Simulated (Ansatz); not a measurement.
# Band edges and screening of M₂CF₂ MXenes

How do lattice constant, gap, band edges against the vacuum and out-of-plane screening change with the metal?

Set-up. Ansatz 0.2.0, plane waves with PAW datasets (its set soft_2), PBE with D3(BJ) or D4 dispersion as listed, spin-polarised where a moment is listed. Cell and atoms are relaxed, then single points with 18 Å of vacuum and a dipole correction give the bands along the symmetry path and the vacuum levels; the slope of the dipole p over the fields up to 0.1 V/Å along the normal (atoms held, so electronic screening alone; stronger fields, where run, are left out of the fit) is quoted as p/(ε₀AE), the thickness of a perfect conductor with the same dipole.

What came out:

```tsv
layer	upper / lower face	dispersion	moment (μB a cell)	a (Å)	gap (eV)	ionisation energy (eV)	affinity (eV)	work function (eV)	vacuum step (eV)	outer atoms apart (Å)	equivalent conductor (Å)
Hf2CF2 MXene	F / F	D3	-	3.26	none	-	-	3.61	0.00	5.11	5.31
Zr2CF2 MXene	F / F	D3	-	3.28	none	-	-	3.91	0.00	5.14	5.33
W2CF2 MXene	F / F	D3	-	3.29	none	-	-	4.34	0.00	4.56	5.04
Y2CF2 MXene	F / F	D3	-	3.55	1.12	4.29	3.17	-	0.00	5.09	5.20
```

**Answer.** The rows are sorted by lattice constant, from 3.26 Å (Hf2CF2 MXene) to 3.55 Å (Y2CF2 MXene). 1 of the 4 layers has a gap over 0.05 eV: Y2CF2 MXene, 1.12 eV. The equivalent conductor thickness less the distance between the outer atoms runs from +0.1 to +0.5 Å. The work functions of the gapless layers run from 3.61 eV (Hf2CF2 MXene) to 4.34 eV (W2CF2 MXene).

**Limits.** PBE gaps usually lie under quasiparticle gaps, and spin-orbit coupling and excitons are left out. The layers are built from prototypes, and no phonons were run to test their stability; OH-capped layers and open-shell layers run without spin are not listed. In the rows with elements from Sb on, spin-orbit coupling can change gaps by tenths of an eV. The terminations sit over the metal atoms of the far layer; the site over carbon or nitrogen, which some of these compounds prefer, was not run. The table is a selection: not every member that was run is listed.

[Logs are printed without paths, hosts, clocks, repeated set-up lines and the standing remarks that a program may print on its own settings, such as how far it seeks lower states.]
